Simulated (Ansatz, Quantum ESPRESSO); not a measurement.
# Conductance against width: vacuum gaps between two Rh(111) faces, part 3 of 5

Aim: how the conductance falls as the barrier grows, for vacuum gaps between two Rh(111) faces.

Quantum ESPRESSO 7.5; plane-wave DFT, PBEsol, GBRV ultrasoft pseudopotentials; cross-check by Ansatz 0.2.0 with PAW datasets.

So far. Step 2 (Ground state, 3.5 Å): The run needed 12 iterations to bring the estimated error under 1e-07 Ry; the largest force on any atom, held or free, is 0.37 eV/Å. Step 3 (The open system, 3.5 Å): The run is unpolarised; a magnetic state was not tried, may lie lower and would change T.

### Step 4. The same in Ansatz, 3.5 Å

As a check, the same structure is run in Ansatz.

Level of this step: plane-wave DFT, PBEsol, Ansatz PAW (Ansatz 0.2.0).

Contents of input.yaml:

```yaml
crystal:
  lattice:
    - [2.7082189719, 0.0, 0.0]
    - [1.354109486, 2.3453864287, 0.0]
    - [0.0, 0.0, 41.0912760269]
  atoms:
    - { symbol: Rh, position: [0.0, 0.0, 0.0] }
    - { symbol: Rh, position: [0.333333333, 0.333333333, 0.0538131629] }
    - { symbol: Rh, position: [0.666666667, 0.666666667, 0.1076263258] }
    - { symbol: Rh, position: [0.0, 0.0, 0.1614394887] }
    - { symbol: Rh, position: [0.333333333, 0.333333333, 0.2152526516] }
    - { symbol: Rh, position: [0.666666667, 0.666666667, 0.2690658145] }
    - { symbol: Rh, position: [0.0, 0.0, 0.3228789775] }
    - { symbol: Rh, position: [0.333333333, 0.333333333, 0.3766921404] }
    - { symbol: Rh, position: [0.666666667, 0.666666667, 0.4305053033] }
    - { symbol: Rh, position: [0.0, 0.0, 0.5156815338] }
    - { symbol: Rh, position: [0.333333333, 0.333333333, 0.5694946967] }
    - { symbol: Rh, position: [0.666666667, 0.666666667, 0.6233078596] }
    - { symbol: Rh, position: [0.0, 0.0, 0.6771210225] }
    - { symbol: Rh, position: [0.333333333, 0.333333333, 0.7309341855] }
    - { symbol: Rh, position: [0.666666667, 0.666666667, 0.7847473484] }
    - { symbol: Rh, position: [0.0, 0.0, 0.8385605113] }
    - { symbol: Rh, position: [0.333333333, 0.333333333, 0.8923736742] }
    - { symbol: Rh, position: [0.666666667, 0.666666667, 0.9461868371] }
kpoints:
  mp_grid: { grid: [10, 10, 1] }
hamiltonian:
  xc: pbesol
scf:
  occupations: { method: fermi_dirac, width: 0.1 }
  convergence: { dr2_threshold: 1.0e-08 }
output:
  transmission: { leads: [[0, 3]], e_range: [-0.4, 0.4], de: 0.4, kmesh: [8, 8] }
  write_potential: true
  write_density: true
  volumetric_format: npy
```

The run is started by

```console
ansatz run input.yaml --threads 4 --pin off --max-ram 16384MiB --backend cpu --events-out ev --progress --plain --runs-dir out
```

Numbers of over 12 decimals in the logs are rounded to 6 here.

Output:

```text
Engine: ansatz 0.2.0, aarch64-unknown-linux-gnu
Pseudopotentials: kind: paw
Pseudopotential: Rh, paw, valence charge 17, recommended cutoff 420 eV (normal), Rh.paw.azcp
Functional definition: PBEsol
  exchange = pbesol_x
  correlation = pbesol_c
Crystal: 18 atoms, lattice volume = 261.004 Å³
Basis set: ecut = 420 eV, 5159 PW (Γ)
Bands: 184, of which v1, the nominal top of the filled ones, is band 153 counted from 1 (152 counted from 0)
Symmetry: 12 space group operations
Space group: P-3m1 (ITA 164), of the structure as read, at distance tolerance 6.4e-5 Å
k-points: 14 of 100
Non-local potential: Rh, projectors of the file, l = 0: 3, l = 1: 2, l = 2: 2, l = 3: 1
PAW form: soft (Blöchl's): semilocal exchange-correlation on the pseudo side does not see the compensation charge
PAW frozen core: Rh, regenerated for the run's functional, and the local potential with it (the file was generated under x = pbe(κ = 0.804, μ = 0.219515), c = pbe(β = 0.066725))
PAW one-centre angular grid: Rh, 590 points (default); XC on 64 Gauss nodes
Initial density: superposition of atomic densities (neutral atoms: chi_scale 0, normalization atom), corrected by the library's trained network
Initial wavefunctions: pseudopotential atomic-orbital guess
Functional: x = pbesol(κ = 0.804, μ = 0.123457), c = pbesol(β = 0.046)
SCF iter   1: F=—  HF=-114096.162540 eV  |F-HF|=—  |Δ(HF+E_count)|=         —  Δρ=1.44e-2  dr2=1.12e1  ethr=1.77e-3  ⟨swp⟩=5.1  Hψ=8133  notcnv=0  defer=60
preconditioner: auto → Kerker (q_TF=auto, 2.802 Å⁻¹)  [metal: Δε(μ)=0.009 eV  Ē_g=6.069 eV  σ=0.100 eV  W_gap=0.02  n_scr=102 (ndim 8)  ℏωp=29.3 eV  f_vac=0.008  D(μ)=26.17/eV (n_scr^D=312)]
SCF iter   2: F=—  HF=-114096.099237 eV  |F-HF|=—  |Δ(HF+E_count)|=   6.33e-2  Δρ=6.02e-3  dr2=2.98e0  ethr=1.77e-3  ⟨swp⟩=1.1  Hψ=2969  notcnv=0  defer=67
SCF iter   3: F=—  HF=-114096.075489 eV  |F-HF|=—  |Δ(HF+E_count)|=   2.37e-2  Δρ=1.21e-3  dr2=1.95e-1  ethr=9.73e-4  ⟨swp⟩=1.0  Hψ=2489  notcnv=0  defer=69
SCF iter   4: F=—  HF=-114096.074185 eV  |F-HF|=—  |Δ(HF+E_count)|=   1.30e-3  Δρ=3.76e-4  dr2=2.20e-2  ethr=6.36e-5  ⟨swp⟩=1.0  Hψ=2489  notcnv=0  defer=69
SCF iter   5: F=—  HF=-114096.074011 eV  |F-HF|=—  |Δ(HF+E_count)|=   1.74e-4  Δρ=1.42e-4  dr2=3.33e-4  ethr=7.18e-6  ⟨swp⟩=1.1  Hψ=2490  notcnv=0  defer=69
SCF iter   6: F=—  HF=-114096.073999 eV  |F-HF|=—  |Δ(HF+E_count)|=   1.18e-5  Δρ=4.75e-5  dr2=4.84e-5  ethr=1.09e-7  ⟨swp⟩=2.0  Hψ=2998  notcnv=0  defer=69
SCF iter   7: F=—  HF=-114096.074004 eV  |F-HF|=—  |Δ(HF+E_count)|=   4.76e-6  Δρ=2.28e-5  dr2=1.25e-5  ethr=1.58e-8  ⟨swp⟩=1.9  Hψ=2714  notcnv=0  defer=69
SCF iter   8: F=—  HF=-114096.074915 eV  |F-HF|=—  |Δ(HF+E_count)|=   9.11e-4  Δρ=9.46e-6  dr2=8.34e-7  ethr=4.10e-9  ⟨swp⟩=1.6  Hψ=2630  notcnv=0  defer=69
SCF iter   9: F=—  HF=-114096.074914 eV  |F-HF|=—  |Δ(HF+E_count)|=   9.47e-8  Δρ=2.98e-6  dr2=6.92e-8  ethr=2.73e-10  ⟨swp⟩=2.0  Hψ=3571  notcnv=0  defer=69
SCF iter  10: F=-114096.074914 eV  HF=-114096.074914 eV  |F-HF|=2.97e-9  |Δ(HF+E_count)|=   6.00e-9  Δρ=5.65e-7  dr2=3.54e-9  ethr=3.27e-12  ⟨swp⟩=8.3  Hψ=6420  notcnv=0
SCF 1 converged in 10 iterations: F = -114096.074914 eV  dr2 = 3.54e-9
  greatest PAW one-centre occupation: 1.000 electrons in one spin orbital (limit 2), on the Rh atom at site 11 (counted from 0), in its partial waves of l = 0
transmission: 74 of 740 steps passed
transmission: 148 of 740 steps passed
[...]
transmission: 740 of 740 steps passed
SCF converged after 10 iterations
Free energy (F): -114096.074914 eV
Harris-Foulkes:  -114096.074914 eV  (|F-HF|=2.97e-9)
Internal energy: -114095.213769 eV  (E = F + TS)
E sigma→0 (E₀):  -114095.644342 eV
Entropy (-TS):   -0.861145 eV (-47.841 meV/atom)
Fermi energy:    20.781092 eV
--- Per-component energies (eV) ---
  E_band       = -1983.990414
  E_kinetic    = 10296.801396
  E_local      = -38224.384402  (includes V_loc(G=0)·N_el)
  E_nonlocal   = 6416.688067
  E_hartree    = 14703.248577
  E_xc         = -3961.112246
  E_vxc        = -4990.118828  (∫ρ·V_xc dr)
  E_paw        = -63428.687697  (= ΣΔE_a)
  E_vpaw       = -4889.483482  (= ΣTr[D̂ρ^β])
  E_aug_tail   = 0.014965  (compensation charges beyond the density's cutoff)
  E_ewald      = -39902.754023
  E_core_change = 4.971595  (= ΣΔE_core)
  E_smearing   = -0.861145  (= −TS)
  E_closure    = 0.000000  (closes the sum)
  Σ components = -114096.074914   (vs F -114096.074914, Δ=0.00e0)
--- Band table (eV; the first three rows and the last of 14) ---
  k-point 0: bands = [... 149 lower, 19.8062, 19.8062, 19.8194, 19.8194, 19.8666, 19.8904, 19.8909, 19.8909, ... 27 higher]
  k-point 1: bands = [... 149 lower, 19.6417, 19.6490, 19.6520, 19.7465, 19.7666, 19.8481, 19.8707, 19.9508, ... 27 higher]
  k-point 2: bands = [... 149 lower, 19.4552, 19.5118, 19.6467, 19.7082, 19.7793, 19.8864, 19.9036, 20.0312, ... 27 higher]
  k-point 13: bands = [... 149 lower, 20.9495, 21.0177, 21.0411, 21.0661, 21.0893, 21.1243, 21.1347, 21.1638, ... 27 higher]
--- Transmission ---
  basis      : 55 plane waves across, 74 finite elements along
  points     : 10, standing for a mesh of 8 x 8
  energies   : 3 from -0.400000 to 0.400000 eV about the Fermi level, 0.400000 eV apart; the leads are filled to 0.000000 eV, and channels, transmission and decay are at 0.000000 eV
  crystal 0  : Rh3, at the sites [0, 3], period 6.6338 Å, over 39.80 Å; its Hamiltonian steps by up to 3.1 meV
    offset         : up to 0.0000 Å between an atom of the period and one for which it stands
    channels       : 2.062500e0 a spin
    conductance    : none, the energies end too early or step too widely for 300 K: set another output.transmission.e_range or a lower de, or, where they end at an eighth of basis.ecutwfc, a higher one
  junction   : crystal 0 to crystal 0, -0.41 to 34.05 Å
    transmission   : 8.022239e-1 a spin
    conductance    : none, the energies end too early or step too widely for 300 K: set another output.transmission.e_range or a lower de, or, where they end at an eighth of basis.ecutwfc, a higher one
```

Elapsed: 19 s, on 4 threads of Arm Neoverse V1, shared host; peak memory 1.3 GiB.

This step gave:

| Item | Value |
| --- | --- |
| free energy | -114096.0749 eV |
| energy at zero smearing | -114095.6443 eV |
| smearing term TS | 0.8611 eV |
| Fermi energy | 20.78 eV |
| symmetry operations | 12 |
| transmission at the Fermi level, one spin | 0.8022 |
| step of the lead's Hamiltonian over a period | 3.1 meV |

Per spin; mean over the k mesh across the current. The transmission, zone mean by energy, zero at the Fermi level:

```csv
energy (eV),"transmission, zone mean"
-0.400,0.636
0.000,0.802
0.400,0.474
```

Per spin; mean over the k mesh across the current. Table of open channels, zone mean by energy, zero at the Fermi level:

```csv
energy (eV),"open channels, zone mean"
-0.400,1.59
0.000,2.06
0.400,1.69
```

Ansatz finds T = 0.802 against pwcond's 0.821.

### Step 5. Self-consistent run, 4.5 Å

Level of this step: plane-wave DFT, PBEsol, GBRV ultrasoft pseudopotentials (Quantum ESPRESSO 7.5).

Contents of j1.scf.in:

```
&control
  prefix = 'j1.scf'
  outdir = './out'
  pseudo_dir = './pseudo'
  calculation = 'scf'
  tprnfor = .true.
/
&system
  ibrav = 0
  nat = 18
  ntyp = 1
  ecutwfc = 40
  ecutrho = 200
  occupations = 'smearing'
  smearing = 'mv'
  degauss = 0.01
/
&electrons
  conv_thr = 1e-07
  mixing_beta = 0.25
  electron_maxstep = 120
  mixing_mode = 'local-TF'
/
ATOMIC_SPECIES
  Rh  102.9055  rh_pbesol_v1.4.uspp.F.UPF
CELL_PARAMETERS angstrom
  2.70821897194448 0.00000000000000 0.00000000000000
  1.35410948597224 2.34538642871489 0.00000000000000
  0.00000000000000 0.00000000000000 42.09127602693654
ATOMIC_POSITIONS crystal
  Rh  0.000000000000 0.000000000000 0.000000000000
  Rh  0.333333333000 0.333333333000 0.052534675584
  Rh  0.666666667000 0.666666667000 0.105069351168
  Rh  0.000000000000 0.000000000000 0.157604026752
  Rh  0.333333333000 0.333333333000 0.210138702336
  Rh  0.666666667000 0.666666667000 0.262673377921
  Rh  0.000000000000 0.000000000000 0.315208053505
  Rh  0.333333333000 0.333333333000 0.367742729089
  Rh  0.666666667000 0.666666667000 0.420277404673
  Rh  0.000000000000 0.000000000000 0.527187919743
  Rh  0.333333333000 0.333333333000 0.579722595327
  Rh  0.666666667000 0.666666667000 0.632257270911
  Rh  0.000000000000 0.000000000000 0.684791946495
  Rh  0.333333333000 0.333333333000 0.737326622079
  Rh  0.666666667000 0.666666667000 0.789861297664
  Rh  0.000000000000 0.000000000000 0.842395973248
  Rh  0.333333333000 0.333333333000 0.894930648832
  Rh  0.666666667000 0.666666667000 0.947465324416
K_POINTS automatic
  10 10 1 0 0 0
```

The run is started by

```console
OMP_NUM_THREADS=1 mpirun -n 4 pw.x -nk 4 -in j1.scf.in > j1.scf.out
```

Output:

```text
[banner, memory and clock lines left out]
Program PWSCF v.7.5 starts
[...]
Message from routine setup:
[...]
number of electrons       =       270.00
     number of Kohn-Sham states=          162
     kinetic-energy cutoff     =      40.0000  Ry
     charge density cutoff     =     200.0000  Ry
[...]
number of k points=    14  Marzari-Vanderbilt smearing, width (Ry)=  0.0100
[...]
Dense  grid:    86363 G-vectors     FFT dimensions: (  24,  24, 360)
[...]
negative rho (up, down):  1.052E+00 0.000E+00
     Starting wfcs are  216 randomized atomic wfcs
[...]
negative rho (up, down):  1.040E+00 0.000E+00
[...]
estimated scf accuracy    <      15.25831535 Ry
[...]
negative rho (up, down):  1.035E+00 0.000E+00
[...]
estimated scf accuracy    <       6.01379430 Ry
[...]
negative rho (up, down):  1.045E+00 0.000E+00
[...]
estimated scf accuracy    <       1.27648634 Ry
[...]
negative rho (up, down):  1.063E+00 0.000E+00
[...]
estimated scf accuracy    <       0.01605273 Ry
[...]
negative rho (up, down):  1.074E+00 0.000E+00
[...]
estimated scf accuracy    <       0.04547383 Ry
[...]
negative rho (up, down):  1.084E+00 0.000E+00
[...]
estimated scf accuracy    <       0.00199072 Ry
[...]
negative rho (up, down):  1.083E+00 0.000E+00
[...]
estimated scf accuracy    <       0.00376665 Ry
[...]
negative rho (up, down):  1.082E+00 0.000E+00
[...]
estimated scf accuracy    <       0.00003429 Ry
[...]
negative rho (up, down):  1.081E+00 0.000E+00
[...]
estimated scf accuracy    <       0.00047502 Ry
[...]
negative rho (up, down):  1.081E+00 0.000E+00
[...]
estimated scf accuracy    <       0.00000101 Ry
[...]
negative rho (up, down):  1.081E+00 0.000E+00
[...]
estimated scf accuracy    <       0.00000034 Ry
[...]
negative rho (up, down):  1.081E+00 0.000E+00
[...]
estimated scf accuracy    <       0.00000015 Ry
[...]
negative rho (up, down):  1.081E+00 0.000E+00
[...]
the Fermi energy is    19.2546 ev
!    total energy              =   -3080.71670701 Ry
     estimated scf accuracy    <       0.00000003 Ry
     smearing contrib. (-TS)   =      -0.00146781 Ry
     internal energy E=F+TS    =   -3080.71523921 Ry
[...]
one-electron contribution =   -2077.52550820 Ry
     hartree contribution      =    1262.94912054 Ry
     xc contribution           =    -535.27500021 Ry
     ewald contribution        =   -1730.86385134 Ry
     convergence has been achieved in  13 iterations
     negative rho (up, down):  1.081E+00 0.000E+00
[...]
Total force =     0.039420     Total SCF correction =     0.000536
[...]
```

Elapsed: 4.5 min, on 4 MPI ranks; peak memory 1.4 GiB; 18 min of CPU time.

Numbers from this step:

* free energy: -41915.2861 eV
* Fermi energy: 19.25 eV

### Step 6. The open system, 4.5 Å

Contents of j1.cond.in:

```
&inputcond
  outdir = './out'
  prefixt = 'j1.scf'
  tran_file = 'j1.cond.dat'
  bdl = 2.4494897417
  bds = 15.5420505011
  ikind = 1
  ewind = 4.0
  epsproj = 1e-05
  nz1 = 7
  energy0 = 0.4
  denergy = -0.4
/
10
  0.00000000 0.00000000 0.01562500
  0.00000000 0.12500000 0.09375000
  0.00000000 0.25000000 0.09375000
  0.00000000 0.37500000 0.09375000
  0.00000000 0.50000000 0.04687500
  0.12500000 0.25000000 0.09375000
  0.12500000 0.37500000 0.18750000
  0.12500000 0.50000000 0.18750000
  0.25000000 0.50000000 0.09375000
  0.25000000 0.62500000 0.09375000
3
```

The run is started by

```console
OMP_NUM_THREADS=1 mpirun -n 4 pwcond.x -in j1.cond.in > j1.cond.out
```

Output:

```text
[banner, memory and clock lines left out]
Program PWCOND v.7.5 starts
[citation notice left out]

[...]
./out/j1.scf.save/

[...]
negative rho (up, down):  1.081E+00 0.000E+00
     Reading collected, re-writing distributed wavefunctions

===== INPUT FILE containing all the regions =====

     GEOMETRY:

     lattice parameter (alat)  =       5.1178  a.u.
     the volume                =    1804.2091 (a.u.)^3
     the cross section         =      22.6828 (a.u.)^2
     l of the unit cell        =      15.5421 (alat)
[...]
1 -->     2     0.00397     0.01138
   Total T_j, R_j =    0.00452  0.99548

    2 -->     1     0.01076     0.01131
    2 -->     2     0.02568     0.95225
   Total T_j, R_j =    0.03644  0.96356

E-Ef(ev), T(x2 spins) =    0.0000000   0.0819290
---  E-Ef =   -0.4000000  k =    0.2500000   0.6250000
---  ie =          3  ik =         10
 Nchannels of the left tip =            0
 Right moving states:
   k1(2pi/a)   k2(2pi/a)   E-Ef (eV)
 Left moving states:
   k1(2pi/a)   k2(2pi/a)   E-Ef (eV)

 to transmit
          E-Ef(ev), T =   -0.4000000   0.0000000
   T_tot     0.40000      0.24646E+00
   T_tot     0.00000      0.41983E+00
   T_tot    -0.40000      0.50669E+00

[...]
```

Wall time 66 s (4 MPI ranks); peak memory 0.28 GiB; 4.4 min of CPU time.

This step gave:

| Item | Value |
| --- | --- |
| transmission at the Fermi level, one spin | 0.2099 |
| conductance | 0.2099 G₀ |

Per spin; mean over the k mesh across the current. Table of transmission, zone mean by energy, zero at the Fermi level:

```csv
energy (eV),"transmission, zone mean"
-0.400,0.253
0.000,0.210
0.400,0.123
```

The run is unpolarised; a magnetic state was not tried, may lie lower and would change T.

T goes from 0.821 to 0.210, a factor of 3.9.

### Step 7. Cross-check with Ansatz, 4.5 Å

Level of this step: plane-wave DFT, PBEsol, Ansatz PAW (Ansatz 0.2.0).

Contents of input.yaml:

```yaml
crystal:
  lattice:
    - [2.7082189719, 0.0, 0.0]
    - [1.354109486, 2.3453864287, 0.0]
    - [0.0, 0.0, 42.0912760269]
  atoms:
    - { symbol: Rh, position: [0.0, 0.0, 0.0] }
    - { symbol: Rh, position: [0.333333333, 0.333333333, 0.0525346756] }
    - { symbol: Rh, position: [0.666666667, 0.666666667, 0.1050693512] }
    - { symbol: Rh, position: [0.0, 0.0, 0.1576040268] }
    - { symbol: Rh, position: [0.333333333, 0.333333333, 0.2101387023] }
    - { symbol: Rh, position: [0.666666667, 0.666666667, 0.2626733779] }
    - { symbol: Rh, position: [0.0, 0.0, 0.3152080535] }
    - { symbol: Rh, position: [0.333333333, 0.333333333, 0.3677427291] }
    - { symbol: Rh, position: [0.666666667, 0.666666667, 0.4202774047] }
    - { symbol: Rh, position: [0.0, 0.0, 0.5271879197] }
    - { symbol: Rh, position: [0.333333333, 0.333333333, 0.5797225953] }
    - { symbol: Rh, position: [0.666666667, 0.666666667, 0.6322572709] }
    - { symbol: Rh, position: [0.0, 0.0, 0.6847919465] }
    - { symbol: Rh, position: [0.333333333, 0.333333333, 0.7373266221] }
    - { symbol: Rh, position: [0.666666667, 0.666666667, 0.7898612977] }
    - { symbol: Rh, position: [0.0, 0.0, 0.8423959732] }
    - { symbol: Rh, position: [0.333333333, 0.333333333, 0.8949306488] }
    - { symbol: Rh, position: [0.666666667, 0.666666667, 0.9474653244] }
kpoints:
  mp_grid: { grid: [10, 10, 1] }
hamiltonian:
  xc: pbesol
scf:
  occupations: { method: fermi_dirac, width: 0.1 }
  convergence: { dr2_threshold: 1.0e-08 }
output:
  transmission: { leads: [[0, 3]], e_range: [-0.4, 0.4], de: 0.4, kmesh: [8, 8] }
  write_potential: true
  write_density: true
  volumetric_format: npy
  elf: true
```

The run is started by

```console
ansatz run input.yaml --threads 4 --pin off --max-ram 16384MiB --backend cpu --events-out ev --progress --plain --runs-dir out
```

Output:

```text
[...]
Crystal: 18 atoms, lattice volume = 267.356 Å³
Basis set: ecut = 420 eV, 5283 PW (Γ)
Bands: 184, of which v1, the nominal top of the filled ones, is band 153 counted from 1 (152 counted from 0)
Symmetry: 12 space group operations
[...]
k-points: 14 of 100
[...]
k-point 13: bands = [... 149 lower, 20.3449, 20.4060, 20.4226, 20.4435, 20.4749, 20.5146, 20.5268, 20.5586, ... 27 higher]
--- Transmission ---
  basis      : 55 plane waves across, 75 finite elements along
  points     : 10, standing for a mesh of 8 x 8
[...]
channels       : 2.062500e0 a spin
[...]
junction   : crystal 0 to crystal 0, -0.41 to 35.05 Å
    transmission   : 1.979998e-1 a spin
[...]
[key lines of the parts left out:]
SCF converged after 10 iterations
Free energy (F): -114095.682779 eV
Fermi energy:    20.166341 eV
```

Elapsed: 20 s, on 4 threads; peak memory 1.4 GiB; 73 s of CPU time.

Numbers from this step:

- free energy: -114095.6828 eV
- energy at zero smearing: -114095.2473 eV
- smearing term TS: 0.8710 eV
- Fermi energy: 20.17 eV
- transmission at the Fermi level, one spin: 0.1980
- step of the lead's Hamiltonian over a period: 4.4 meV

Per spin; mean over the k mesh across the current. The transmission, zone mean by energy, zero at the Fermi level:

```csv
energy (eV),"transmission, zone mean"
-0.400,0.244
0.000,0.198
0.400,0.121
```

Ansatz finds T = 0.198 against pwcond's 0.210.

(Continued in part 4 of 5.)

[Logs are printed without paths, hosts, clocks, repeated set-up lines and the standing remarks that a program may print on its own settings, such as how far it seeks lower states.]

[Hosts, paths, dates, database ids (printed as entryN), source tags and the programs' standing remarks are cut or masked in the printed files.]

[Maps of the electrostatic potential energy from Ansatz leave out the sawtooth potential of an applied field or a dipole correction, so their vacuum need not be flat; planar profiles and work functions include it.]
